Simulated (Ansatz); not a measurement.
# Sc on Ir(111): change of the work function, part 2 of 4

How does one ordered layer of Sc (fcc site) change the work function of Ir(111), and what dipole does each adsorbate carry?

Ansatz 0.2.0; plane-wave DFT, PBE-D3(BJ), Ansatz PAW (the session's first sound run).

So far, work function, upper face (eV): step 2 (the clean slab) 5.48.

## 3. The covered slab

System of this step: Sc/Ir(111). The cell holds 17 atoms: 16 Ir and 1 Sc. Cell: a = 5.431 Å, b = 5.431 Å, c = 27.461 Å, α = 90.0°, β = 90.0°, γ = 60.0°. Vacuum lies along c.

The clean slab as it ended is repeated in the plane and the adsorbate is set on one face; the cell's size fixes the coverage, and the k-mesh shrinks with it to keep the sampling density about even. Adsorbate and upper layers relax, since the dipole depends on the height.

The input, input.yaml:

```yaml
crystal:
  lattice:
    - [5.4305800796, 0.0, 0.0]
    - [2.7152900398, 4.7030203062, 0.0]
    - [0.0, 0.0, 27.4606856015]
  atoms:
    - { symbol: Ir, position: [0.0, 0.0, 0.3277412709] }
    - { symbol: Ir, position: [0.1666666667, 0.1666666667, 0.4084757823] }
    - { symbol: Ir, position: [0.3333333333, 0.3333333333, 0.4881688213] }
    - { symbol: Ir, position: [0.0, 0.0, 0.5679425968] }
    - { symbol: Ir, position: [0.0, 0.5, 0.3277412709] }
    - { symbol: Ir, position: [0.1666666667, 0.6666666667, 0.4084757823] }
    - { symbol: Ir, position: [0.3333333333, 0.8333333333, 0.4881688213] }
    - { symbol: Ir, position: [0.0, 0.5, 0.5679425968] }
    - { symbol: Ir, position: [0.5, 0.0, 0.3277412709] }
    - { symbol: Ir, position: [0.6666666667, 0.1666666667, 0.4084757823] }
    - { symbol: Ir, position: [0.8333333333, 0.3333333333, 0.4881688213] }
    - { symbol: Ir, position: [0.5, 0.0, 0.5679425968] }
    - { symbol: Ir, position: [0.5, 0.5, 0.3277412709] }
    - { symbol: Ir, position: [0.6666666667, 0.6666666667, 0.4084757823] }
    - { symbol: Ir, position: [0.8333333333, 0.8333333333, 0.4881688213] }
    - { symbol: Ir, position: [0.5, 0.5, 0.5679425968] }
    - { symbol: Sc, position: [0.1666666667, 0.1666666667, 0.6722587291] }
kpoints:
  mp_grid: { grid: [7, 7, 1] }
hamiltonian:
  xc: pbe
  dispersion: d3bj
scf:
  occupations: { method: fermi_dirac, width: 0.1 }
  convergence: { dr2_threshold: 1.0e-08 }
efield:
  axis: 3
  dipole_correction: true
  ramp_position: 0.97
  ramp_width: 0.06
relax:
  f_tol: 0.02
  max_steps: 60
  constraints: [{ sites: [0, 1, 4, 5, 8, 9, 12, 13] }]
output:
  bader: true
  dos: { projected: true, e_range: [-8, 4] }
  write_potential: true
  write_density: true
  volumetric_format: npy
  elf: true
```

The run is started by

```sh
ansatz run input.yaml --threads 4 --pin off --max-ram 6144MiB --backend cpu --events-out ev --progress --plain --runs-dir out
```

The log of the run:

```text
[...]
Crystal: 17 atoms, lattice volume = 701.349 Å³
Basis set: ecut = 420 eV, 13657 PW (Γ), exchange–correlation on 80×80×384 points (8 copies of the dense FFT grid, shifted against one another)
Bands: 170, of which v1, the nominal top of the filled ones, is band 142 counted from 1 (141 counted from 0)
Symmetry: 6 space group operations
[...]
k-points: 8 of 49 (time reversal used)
[...]
SCF iter   1: F=—  HF=-193102.163340 eV  |F-HF|=—  |Δ(HF+E_count)|=         —  Δρ=7.72e-3  dr2=4.81e0  ethr=1.77e-3  p=0.357 e·Å  D=9.20e-2 V/Å  ΔV_dip=-2.53 eV  dr2_dipole=3.91e-1  V_vac-E_F(+/−)=2.64/5.17 eV  ⟨swp⟩=7.9  Hψ=5562  notcnv=0  defer=3
[...]
SCF iter  12: F=-193102.091388 eV  HF=-193102.091388 eV  |F-HF|=1.86e-9  |Δ(HF+E_count)|=   5.05e-8  Δρ=4.17e-7  dr2=4.45e-9  ethr=3.53e-12  p=0.326 e·Å  D=8.41e-2 V/Å  ΔV_dip=-2.31 eV  dr2_dipole=1.47e-11  V_vac-E_F(+/−)=3.21/5.51 eV  ⟨swp⟩=15.5  Hψ=10048  notcnv=0
SCF 1 converged in 12 iterations: F = -193102.091388 eV  dr2 = 4.45e-9
[...]
relax step   1: F+E_penalty+E_count = -193102.09138798 eV  Δ(F+E_penalty+E_count) = +0.000e0 eV  max|allowed force component| = 3.220e0 eV/Å  Δτ_max = 0.0000 Å  (12 SCF iters, accepted)
[...]
SCF iter  12: F=-193102.900946 eV  HF=-193102.900946 eV  |F-HF|=1.69e-9  |Δ(HF+E_count)|=   1.18e-8  Δρ=3.10e-7  dr2=3.22e-9  ethr=3.53e-12  p=0.355 e·Å  D=9.17e-2 V/Å  ΔV_dip=-2.52 eV  dr2_dipole=4.59e-11  V_vac-E_F(+/−)=3.00/5.51 eV  ⟨swp⟩=15.1  Hψ=9706  notcnv=0
SCF 2 converged in 12 iterations: F = -193102.900946 eV  dr2 = 3.22e-9
[...]
relax step   2: F+E_penalty+E_count = -193102.90094572 eV  Δ(F+E_penalty+E_count) = -8.096e-1 eV  max|allowed force component| = 3.468e0 eV/Å  Δτ_max = 0.1950 Å  (12 SCF iters, accepted)
SCF iter   1: F=—  HF=-193103.707025 eV  |F-HF|=—  |Δ(HF+E_count)|=         —  Δρ=5.47e-3  dr2=7.47e-1  ethr=2.57e-3  p=0.355 e·Å  D=9.17e-2 V/Å  ΔV_dip=-2.52 eV  dr2_dipole=6.24e-3  V_vac-E_F(+/−)=3.01/5.52 eV  ⟨swp⟩=4.0  Hψ=2583  notcnv=0  defer=9
[...]
SCF iter  12: F=-193103.653191 eV  HF=-193103.653191 eV  |F-HF|=1.83e-9  |Δ(HF+E_count)|=   3.10e-8  Δρ=2.72e-7  dr2=2.60e-9  ethr=3.53e-12  p=0.397 e·Å  D=1.02e-1 V/Å  ΔV_dip=-2.81 eV  dr2_dipole=7.92e-10  V_vac-E_F(+/−)=2.70/5.51 eV  ⟨swp⟩=10.2  Hψ=8998  notcnv=0
SCF 3 converged in 12 iterations: F = -193103.653191 eV  dr2 = 2.60e-9
[...]
relax step   3: F+E_penalty+E_count = -193103.65319069 eV  Δ(F+E_penalty+E_count) = -7.522e-1 eV  max|allowed force component| = 3.236e0 eV/Å  Δτ_max = 0.1949 Å  (12 SCF iters, accepted)
[...]
relax step   4: F+E_penalty+E_count = -193104.25097423 eV  Δ(F+E_penalty+E_count) = -5.978e-1 eV  max|allowed force component| = 2.046e0 eV/Å  Δτ_max = 0.1983 Å  (12 SCF iters, accepted)
[...]
relax step   5: F+E_penalty+E_count = -193104.50824283 eV  Δ(F+E_penalty+E_count) = -2.573e-1 eV  max|allowed force component| = 2.998e-1 eV/Å  Δτ_max = 0.1957 Å  (10 SCF iters, accepted)
[...]
relax step   6: F+E_penalty+E_count = -193104.53837925 eV  Δ(F+E_penalty+E_count) = -3.014e-2 eV  max|allowed force component| = 2.174e-1 eV/Å  Δτ_max = 0.1088 Å  (11 SCF iters, accepted)
[...]
relax step   7: F+E_penalty+E_count = -193104.54953017 eV  Δ(F+E_penalty+E_count) = -1.115e-2 eV  max|allowed force component| = 3.814e-2 eV/Å  Δτ_max = 0.0329 Å  (10 SCF iters, accepted)
SCF iter   1: F=—  HF=-193104.548253 eV  |F-HF|=—  |Δ(HF+E_count)|=         —  Δρ=8.97e-5  dr2=2.88e-4  ethr=5.75e-7  p=0.493 e·Å  D=1.27e-1 V/Å  ΔV_dip=-3.49 eV  dr2_dipole=8.30e-5  V_vac-E_F(+/−)=2.00/5.50 eV  ⟨swp⟩=2.1  Hψ=2223  notcnv=0
[...]
SCF iter   7: F=-193104.549616 eV  HF=-193104.549616 eV  |F-HF|=3.78e-9  |Δ(HF+E_count)|=   7.04e-9  Δρ=2.30e-7  dr2=1.05e-9  ethr=3.53e-12  p=0.493 e·Å  D=1.27e-1 V/Å  ΔV_dip=-3.49 eV  dr2_dipole=2.32e-10  V_vac-E_F(+/−)=2.00/5.50 eV  ⟨swp⟩=11.2  Hψ=9677  notcnv=0
SCF 8 converged in 7 iterations: F = -193104.549616 eV  dr2 = 1.05e-9
[...]
relax step   8: F+E_penalty+E_count = -193104.54961601 eV  Δ(F+E_penalty+E_count) = -8.584e-5 eV  max|allowed force component| = 2.576e-3 eV/Å  Δτ_max = 0.0015 Å  (7 SCF iters, accepted)
NSCF: frozen V_eff on 8 k-points
[...]
SCF converged after 7 iterations
Free energy (F): -193104.549616 eV
[...]
Internal energy: -193103.936686 eV  (E = F + TS)
E sigma→0 (E₀):  -193104.243151 eV
Entropy (-TS):   -0.612930 eV (-36.055 meV/atom)
Fermi energy:    6.283186 eV
Dipole field:    D = 0.127272 V/Å  (p = 0.493293 e·Å, saw-weighted, corrected)
Work function:   Φ+ = 2.0030 eV   Φ− = 5.4979 eV
[...]
--- Forces (eV/Å), atoms counted from 1 ---
  atom   1  Ir     0.05880003     0.03394821     0.29305808
  atom   2  Ir    -0.00000000    -0.00000000    -0.01709273
  atom   3  Ir     0.00159631     0.00092163     0.00073697
  atom   4  Ir     0.00214320     0.00123738    -0.00091046
  atom   5  Ir     0.00000000    -0.06789643     0.29305808
  atom   6  Ir     0.18142496    -0.10474575    -0.43575822
  atom   7  Ir     0.00000000    -0.00184326     0.00073697
  atom   8  Ir     0.00000000    -0.00247475    -0.00091046
  atom   9  Ir    -0.05880003     0.03394821     0.29305808
  atom  10  Ir    -0.00000000     0.20949149    -0.43575822
  atom  11  Ir    -0.00159631     0.00092163     0.00073697
  atom  12  Ir    -0.00214320     0.00123738    -0.00091046
  atom  13  Ir     0.00000000    -0.00000000     0.44331488
  atom  14  Ir    -0.18142496    -0.10474575    -0.43575822
  atom  15  Ir     0.00000000     0.00000000     0.00257551
  atom  16  Ir    -0.00000000    -0.00000000    -0.00159365
  atom  17  Sc    -0.00000000    -0.00000000     0.00142915
  max |Σ_I F_I| component: 1.22e-5 eV/Å
--- Band table (eV; the first three rows and the last of 8) ---
  k-point 0: bands = [... 138 lower, 6.8798, 6.8823, 6.9825, 6.9825, 7.1832, 7.1832, 7.2645, 7.2679, ... 24 higher]
  k-point 1: bands = [... 138 lower, 6.6711, 6.6905, 6.7392, 6.7819, 6.9311, 6.9434, 6.9932, 7.0171, ... 24 higher]
  k-point 2: bands = [... 138 lower, 5.9758, 6.0810, 6.1737, 6.3153, 6.4014, 6.4605, 6.4716, 6.7287, ... 24 higher]
  k-point 7: bands = [... 138 lower, 5.8844, 5.9436, 5.9469, 6.0082, 6.2429, 6.2557, 6.4358, 6.5960, ... 24 higher]
--- Relaxed structure (8 steps of the walk, 8 accepted, 0 SCFs on fresh bases) ---
  F+E_penalty+E_count = -193104.54961601 eV   max|allowed force component| = 2.576e-3 eV/Å
  atoms:
    - { symbol: Ir, position: [-1.795949e-17, -1.795949e-17, 0.327741] }
    - { symbol: Ir, position: [0.166667, 0.166667, 0.4084757823] }
    - { symbol: Ir, position: [0.333548, 0.333548, 0.489274] }
    - { symbol: Ir, position: [-0.00463133, -0.00463133, 0.569871] }
    - { symbol: Ir, position: [-5.551115e-17, 0.500000, 0.327741] }
    - { symbol: Ir, position: [0.166667, 0.666667, 0.4084757823] }
    - { symbol: Ir, position: [0.333548, 0.832904, 0.489274] }
    - { symbol: Ir, position: [-0.00463133, 0.509263, 0.569871] }
    - { symbol: Ir, position: [0.500000, -1.795949e-17, 0.327741] }
    - { symbol: Ir, position: [0.666667, 0.166667, 0.4084757823] }
    - { symbol: Ir, position: [0.832904, 0.333548, 0.489274] }
    - { symbol: Ir, position: [0.509263, -0.00463133, 0.569871] }
    - { symbol: Ir, position: [0.500000, 0.500000, 0.327741] }
    - { symbol: Ir, position: [0.666667, 0.666667, 0.4084757823] }
    - { symbol: Ir, position: [0.833333, 0.833333, 0.485930] }
    - { symbol: Ir, position: [0.500000, 0.500000, 0.571198] }
    - { symbol: Sc, position: [0.166667, 0.166667, 0.640962] }
--- Bader charges: 17 sites ---
  site symbol  charge [e]  shift [e]
     0     Ir     -0.0627     0.0000
     1     Ir      0.0652     0.0000
     2     Ir      0.0379     0.0000
     3     Ir     -0.3977     0.0000
     4     Ir     -0.0627     0.0000
     5     Ir      0.0718     0.0001
     6     Ir      0.0379     0.0000
     7     Ir     -0.3978     0.0000
     8     Ir     -0.0627     0.0000
     9     Ir      0.0717     0.0001
    10     Ir      0.0379     0.0000
    11     Ir     -0.3978     0.0000
    12     Ir     -0.0635     0.0000
    13     Ir      0.0718     0.0001
    14     Ir      0.0080     0.0001
    15     Ir     -0.1932     0.0000
    16     Sc      1.2358     0.0000
  estimated error of the sums over rays = 4.9e-4 e
```

It took 4.6 min on 4 threads of Arm Neoverse V2, shared host; peak memory 2.9 GiB; 17 min of CPU time.

Relaxation path:

| step | energy less that of the first step (eV) | largest force component (eV/Å) |
| --- | --- | --- |
| 1 | 0.0000 | 3.2197 |
| 2 | -0.8096 | 3.4677 |
| 3 | -1.5618 | 3.2359 |
| 4 | -2.1596 | 2.0456 |
| 5 | -2.4169 | 0.2998 |
| 6 | -2.4470 | 0.2174 |
| 7 | -2.4581 | 0.0381 |
| 8 | -2.4582 | 0.0026 |

Forces are held to the 6 operations that the program found; a distortion that breaks them can't arise in this run.

The atoms that moved most (Å):

| atom | dx | dy | dz | length |
| --- | --- | --- | --- | --- |
| Sc17 | 0.000 | 0.000 | -0.859 | 0.859 |
| Ir16 | 0.000 | 0.000 | 0.089 | 0.089 |
| Ir4 | -0.038 | -0.022 | 0.053 | 0.069 |
| Ir8 | 0.000 | 0.044 | 0.053 | 0.069 |
| Ir12 | 0.038 | -0.022 | 0.053 | 0.069 |
| Ir15 | 0.000 | 0.000 | -0.061 | 0.061 |
| Ir3 | 0.002 | 0.001 | 0.030 | 0.030 |
| Ir11 | -0.002 | 0.001 | 0.030 | 0.030 |

Final coordinates:

```cif
data_structure
_symmetry_space_group_name_H-M 'P 1'
_symmetry_Int_Tables_number 1
_cell_length_a 5.4306
_cell_length_b 5.4306
_cell_length_c 27.4607
_cell_angle_alpha 90.000
_cell_angle_beta 90.000
_cell_angle_gamma 60.000
_cell_volume 701.35
loop_
_atom_site_label
_atom_site_type_symbol
_atom_site_fract_x
_atom_site_fract_y
_atom_site_fract_z
_atom_site_occupancy
Ir1 Ir 0.00000 0.00000 0.32774 1
Ir2 Ir 0.16667 0.16667 0.40848 1
Ir3 Ir 0.33355 0.33355 0.48927 1
Ir4 Ir 0.99537 0.99537 0.56987 1
Ir5 Ir 0.00000 0.50000 0.32774 1
Ir6 Ir 0.16667 0.66667 0.40848 1
Ir7 Ir 0.33355 0.83290 0.48927 1
Ir8 Ir 0.99537 0.50926 0.56987 1
Ir9 Ir 0.50000 0.00000 0.32774 1
Ir10 Ir 0.66667 0.16667 0.40848 1
Ir11 Ir 0.83290 0.33355 0.48927 1
Ir12 Ir 0.50926 0.99537 0.56987 1
Ir13 Ir 0.50000 0.50000 0.32774 1
Ir14 Ir 0.66667 0.66667 0.40848 1
Ir15 Ir 0.83333 0.83333 0.48593 1
Ir16 Ir 0.50000 0.50000 0.57120 1
Sc17 Sc 0.16667 0.16667 0.64096 1
```

Numbers from this step:

```yaml
energy_at_zero_smearing: -193104.2432 eV
work_function_upper_face: 2.003 eV
work_function_lower_face: 5.498 eV
dipole_along_the_normal: 0.4933 e·Å
step_between_the_vacuum_levels: -3.495 eV
```

Running mean over 2.217 Å of the planar mean; the ramp of the sawtooth is left out. Table of electron's electrostatic potential energy less the Fermi level by z:

| z (Å) | electron's electrostatic potential energy less the Fermi level (eV) |
| --- | --- |
| 3.5 | 5.50 |
| 4.0 | 5.50 |
| 4.5 | 5.50 |
| 5.0 | 5.49 |
| 5.5 | 5.48 |
| 6.0 | 5.42 |
| 6.5 | 5.19 |
| 7.0 | 4.28 |
| 7.5 | 0.782 |
| 8.0 | -5.50 |
| 8.5 | -10.8 |
| 9.0 | -12.7 |
| 9.5 | -13.1 |
| 10.0 | -13.3 |
| 10.5 | -13.4 |
| 11.0 | -13.5 |
| 11.5 | -13.7 |
| 12.0 | -13.8 |
| 12.5 | -13.8 |
| 13.0 | -13.6 |
| 13.5 | -13.5 |
| 14.0 | -13.2 |
| 14.5 | -13.0 |
| 15.0 | -13.1 |
| 15.5 | -13.1 |
| 16.0 | -12.5 |
| 16.5 | -9.61 |
| 17.0 | -4.79 |
| 17.5 | -1.41 |
| 18.0 | -0.627 |
| 18.5 | -0.101 |
| 19.0 | 0.852 |
| 19.5 | 1.51 |
| 20.0 | 1.78 |
| 20.5 | 1.90 |
| 21.0 | 1.96 |
| 21.5 | 1.98 |
| 22.0 | 1.99 |
| 22.5 | 2.00 |
| 23.0 | 2.00 |
| 23.5 | 2.00 |
| 24.0 | 2.00 |

The density of states has structure finer than the step of the table below, so its rows give means over 0.25 eV. Peaks (eV: height): -3.670: 34.6, -3.430: 57.4, -3.190: 44.0, -3.010: 41.4, -2.650: 33.3, -2.140: 52.6, -1.200: 32.3.

Table of density of states by energy, zero at the Fermi level; means over each step:

| energy (eV) | density of states (states/eV a cell) |
| --- | --- |
| -7.75 | 5.34 |
| -7.50 | 10.1 |
| -7.25 | 12.9 |
| -7.00 | 9.80 |
| -6.75 | 16.5 |
| -6.50 | 19.8 |
| -6.25 | 18.2 |
| -6.00 | 18.0 |
| -5.75 | 11.4 |
| -5.50 | 14.1 |
| -5.25 | 18.1 |
| -5.00 | 15.5 |
| -4.75 | 19.0 |
| -4.50 | 12.5 |
| -4.25 | 17.7 |
| -4.00 | 22.1 |
| -3.75 | 24.3 |
| -3.50 | 32.8 |
| -3.25 | 25.8 |
| -3.00 | 27.2 |
| -2.75 | 20.7 |
| -2.50 | 14.0 |
| -2.25 | 20.3 |
| -2.00 | 22.6 |
| -1.75 | 12.9 |
| -1.50 | 17.6 |
| -1.25 | 22.6 |
| -1.00 | 20.6 |
| -0.75 | 20.7 |
| -0.50 | 15.4 |
| -0.25 | 16.5 |
| 0.00 | 19.7 |
| 0.25 | 20.6 |
| 0.50 | 23.8 |
| 0.75 | 24.6 |
| 1.00 | 17.1 |
| 1.25 | 14.0 |
| 1.50 | 11.9 |
| 1.75 | 12.9 |

Projected DOS per atom over height of the atomic layer and energy from the Fermi level. Layers: Ir4 Ir4 Ir4 Ir4 Sc from below.

Ten even steps from '0' (0.03 states/eV) to '9' (5.09 states/eV), each cell a mean:
```
00019
11114
22212
22222
22111
21121
31221
21221
21120
21121
31120
32240
33230
12220
11210
12210
11110
12210
12210
02200
02200
00000
```
Columns: height of the atomic layer (Å) from 9 to 17.6 (not evenly spaced); rows upwards: energy from the Fermi level (eV) from -7.96 to 1.95.

ELF in the ca plane at fractional y = 0.167, with atoms of Ir and Sc within 0.2 Å of it. It is the smooth field of the valence electrons, not physical close to the nuclei.

Ten even steps from '0' (0.00) to '9' (0.73), each cell a mean:
```
56543334433356544445545411000122210000000000
55533334433356544445544542101111100000000000
44334357644434433334434443211100000000000000
44343588863433332234444332110000000000000000
44443685773344322234544322110000000000000000
44343588863433332234444332211000000000000000
44434356544434433334444443211110000000000000
56543334433356544445544531001111100000000000
55533334433356544445545311100122210000000000
44334357644434433333343368730112221000000000
44343588863433332233442687971012321100000000
44443685773344322234542752882012322100000000
44343588863433332233442698961012321100000000
44434356544434433334444357620112221000000000
```
Columns run along c (16.0 Å, from fractional 0.31 to 0.90 of the cell), rows up along a (5.4 Å). Atoms in or near the plane, at fractional coordinates: Ir at (0.41, 0.17), Ir at (0.41, 0.67), Sc at (0.64, 0.17).

Valence density in the ca plane at fractional y = 0.167, with atoms of Ir and Sc within 0.2 Å of it. It is the smooth field of the valence electrons, not physical close to the nuclei.

Values in e/Å³, 8 rows by 16 columns, each cell a mean:
```
1.6 0.5 0.5 0.4 1.2 1.1 0.7 1.3 0.3 0.1 0.0 0.0 0.0 0.0 0.0 0.0
0.7 0.5 2.7 1.3 0.6 0.6 0.4 0.7 0.2 0.0 0.0 0.0 0.0 0.0 0.0 0.0
0.3 0.6 7.1 3.5 0.3 0.3 0.2 0.3 0.1 0.0 0.0 0.0 0.0 0.0 0.0 0.0
0.7 0.5 3.1 1.5 0.6 0.5 0.4 0.7 0.1 0.0 0.0 0.0 0.0 0.0 0.0 0.0
1.6 0.5 0.5 0.4 1.2 1.1 0.7 1.3 0.3 0.1 0.0 0.0 0.0 0.0 0.0 0.0
0.7 0.5 2.7 1.3 0.6 0.6 0.4 0.6 0.9 1.6 0.1 0.0 0.0 0.0 0.0 0.0
0.3 0.6 7.0 3.4 0.3 0.3 0.2 0.3 2.6 5.2 0.2 0.0 0.0 0.0 0.0 0.0
0.7 0.5 3.1 1.5 0.5 0.5 0.4 0.6 1.0 1.9 0.1 0.0 0.0 0.0 0.0 0.0
```
Columns run along c (16.0 Å, from fractional 0.31 to 0.90 of the cell), rows up along a (5.4 Å). Atoms in or near the plane, at fractional coordinates: Ir at (0.41, 0.17), Ir at (0.41, 0.67), Sc at (0.64, 0.17).

Electrostatic potential energy in the ca plane at fractional y = 0.167, with atoms of Ir and Sc within 0.2 Å of it. With pseudopotentials it is smooth inside the atoms' cores, unlike the true potential.

Ten even steps from '0' (-52 eV) to '9' (10 eV), each cell a mean:
```
54579988899864478865579988899999999999999999
54589988899864578865579999999999999999999999
77789743478887789987789999999999999999999999
99998400037998999999999999999999999999999999
99998300027999999999999999999999999999999999
98898500038998899998899999999999999999999999
76789854579876789986789999999999999999999999
54579988899864478864579999999999999999999999
54589988899864578875579988899999999999999999
77789743478887789987788755688999999999999999
99998400037998999999998510268999999999999999
99998300027999999999997300158999999999999999
98898500038998899999998511368999999999999999
76789854579876789987788766689999999999999999
```
Columns run along c (16.0 Å, from fractional 0.31 to 0.90 of the cell; values clipped at the 3rd and 97th percentile), rows up along a (5.4 Å). Atoms in or near the plane, at fractional coordinates: Ir at (0.41, 0.17), Ir at (0.41, 0.67), Sc at (0.64, 0.17).

The relaxation took 8 steps and lowered the energy by 2.5 eV; the largest force on the free atoms ends at 0.0026 eV/Å.

By hand: a sheet of dipoles makes a step −p/(ε₀A) in the electron's potential. With e/ε₀ = 180.95 V·Å, p = 0.4933 e·Å and A = 25.54 Å², that is −180.95 × (0.4933) / 25.54 = -3.495 eV, and the two vacuum levels of the run differ by -3.495 eV.

The covered face has 2.00 eV, -3.48 eV against the clean one; the bare back face has moved by +0.00 eV, a measure of how thin the slab is.

## 4. Work function against coverage

This step: plane-wave DFT, PBE-D3(BJ), Ansatz PAW; work function against coverage (Ansatz 0.2.0).

The runs are now put side by side.

Numbers from this step:

```
work function of the clean face     : 5.481 eV
largest change of the work function : -3.478 eV
```

Work function of the covered face against coverage:

| coverage (adsorbates/nm²) | work function of the covered face (eV) |
| --- | --- |
| 0.00 | 5.48 |
| 3.92 | 2.00 |

The dipole per adsorbate comes from the change of the cell's dipole. Coverage, by row:

| coverage (1/nm²) | coverage (ML) | work function (eV) | change (eV) | dipole per adsorbate, positive end outwards (debye) | mean height of the added atoms over the highest substrate atom (Å) |
| --- | --- | --- | --- | --- | --- |
| 3.915 | 0.25 | 2.003 | -3.478 | 2.359 | 1.916 |

(Part 2 of 4 ends here.)

[Long decimals in the printed logs are rounded to 6 places.]

[Logs are printed without paths, hosts, clocks, repeated set-up lines and the standing remarks that a program may print on its own settings, such as how far it seeks lower states.]

[Hosts, paths, dates, database ids (printed as entryN), source tags and the programs' standing remarks are cut or masked in the printed files.]

[Maps of the electrostatic potential energy from Ansatz leave out the sawtooth potential of an applied field or a dipole correction, so their vacuum need not be flat; planar profiles and work functions include it.]
